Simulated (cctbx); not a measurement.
# Reading a Patterson map

Space group P2_1/c (no. 14), a = 4.8850 Å, b = 8.8160 Å, c = 7.3410 Å, α = 90.00°, β = 110.25°, γ = 90.00°, content Cd2 Se4 O12.

Simulated single-crystal data (cctbx): synchrotron X-rays, λ = 0.6889 Å, to d = 0.8 Å, 80 % of the full sphere, strongest reflection 70000 counts, noise from counting, a 3 % proportional error and a noise floor of 15 counts (s.d.); no absorption, some extinction.

Patterson synthesis from sharpened amplitudes, origin scaled to 1000:

```text
Patterson group P 1 2/m 1
      u       v       w   height  length (A)
  0.000   0.000   0.000   1000.0     0.00
  0.000   0.500   0.500    451.5     5.74
  0.357   0.351   0.182    337.9     3.58
  0.359   0.152   0.683    335.0     3.62
  0.000   0.200   0.500    260.6     4.07
  0.285   0.500   0.134    252.7     4.62
  0.280   0.296   0.636    125.4     4.28
  0.023   0.500   0.107     76.3     4.47
  0.306   0.000   0.247     70.8     1.91
  0.028   0.289   0.616     66.5     3.84
  0.394   0.500   0.627     62.9     5.85
  0.345   0.135   0.079     62.7     1.98
  0.119   0.000   0.495     60.7     3.48
  0.346   0.368   0.573     54.0     5.18
```

**Question.** Which atom pairs make the peaks, and where is the heaviest atom?

A peak at u stands for all pairs with xi − xj = u, with weight Σ ZiZj against Σ Z² = 10000 at the origin. Peak heights follow these weights only roughly, since form factors, motion and series ripples differ, all vectors within 0.55 Å of a peak are counted as merged into it though the farther ones add only part of their weight, and F(000) is left out, which lowers the whole map:

| u | v | w | shortest length (Å) | height | 1000 ΣZiZj/ΣZ² | pairs in the cell |
| --- | --- | --- | --- | --- | --- | --- |
| 0.000 | 0.500 | 0.500 | 5.74 | 452 | 461 | 2 × Cd–Cd |
| 0.357 | 0.351 | 0.182 | 3.58 | 338 | 326 | 2 × Cd–Se |
| 0.359 | 0.152 | 0.683 | 3.46 | 335 | 326 | 2 × Cd–Se |
| 0.000 | 0.200 | 0.500 | 4.07 | 261 | 257 | 2 × Se–Se, 4 × O–O |
| 0.285 | 0.500 | 0.134 | 4.62 | 253 | 231 | 2 × Se–Se |
| 0.280 | 0.296 | 0.636 | 4.28 | 125 | 116 | 1 × Se–Se |
| 0.023 | 0.500 | 0.107 | 4.47 | 76 | 109 | 4 × Se–O |
| 0.306 | 0.000 | 0.247 | 1.91 | 71 | 109 | 4 × Se–O |
| 0.028 | 0.289 | 0.616 | 3.84 | 66 | 54 | 2 × Se–O |
| 0.394 | 0.500 | 0.627 | 5.48 | 63 | 109 | 4 × Se–O |

The table stops at ten peaks or at a height of 45, below which ripples compete. In the model behind the data Cd, the heaviest element, has 1 independent site: (1/2, 0, 0), up to an allowed shift of origin; the Cd–Cd vectors are differences of these positions and their symmetry mates. The whole model:

| atom | mult. | x | y | z | Ueq (Å²) |
| --- | --- | --- | --- | --- | --- |
| Cd1 | 2 | 1/2 | 0 | 0 | 0.0104 |
| Se1 | 4 | 0.1412 | 0.1500 | 0.3161 | 0.0104 |
| O1 | 4 | 0.1365 | 0.8583 | 0.9147 | 0.0147 |
| O2 | 4 | 0.2418 | 0.1635 | 0.8001 | 0.0199 |
| O3 | 4 | 0.5953 | 0.5531 | 0.2340 | 0.0199 |

The model was made for the exercise: a known structure type with other elements put in, its volume estimated, not relaxed; displacement parameters are assumed.

[Logs are printed without paths, hosts, clocks, repeated set-up lines and the standing remarks that a program may print on its own settings, such as how far it seeks lower states.]
